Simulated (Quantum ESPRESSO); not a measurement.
# Voltage at the next charge: Hf(0001), 4 layers, one monolayer of H on top sites against an electrode

How the rows were computed: Quantum ESPRESSO 7.5, PBE, GBRV ultrasoft; ESM with bc3, a metal electrode 5.06 Å above the top atoms; cell area 8.868 Å²; ions fixed. V is the potential energy of an electron at the electrode over the slab's Fermi level, divided by e, so that it equals the work function at zero charge; positive charge removes electrons.

```tsv
charge (e a cell)	V (V)
0	6.385
0.0133	7.679
0.0266	8.979
```

One more run was made and is withheld. What is V at a charge of 0.0532 e, and what capacitance do the rows imply?

**Worked estimate.** The last two rows give dV/dq = (8.979 − 7.679)/(0.0266 − 0.0133) = 97.7 V/e, so C = 1602/(8.868 × 97.7) = 1.85 µF/cm², an effective gap of 8.854/1.85 = 4.79 Å. At constant C, V = 8.979 + 97.7 × 0.0266 = 11.58 V.

**Check.** V = 11.595 V; the estimate misses by −0.02 V, 0.6 % of the step. Over the three intervals C goes 1.86, 1.85 and 1.84 µF/cm².

**Limits.** Vacuum fills the gap; a dielectric or electrolyte would change C. The slab is thin.

[Logs are printed without paths, hosts, clocks, repeated set-up lines and the standing remarks that a program may print on its own settings, such as how far it seeks lower states.]
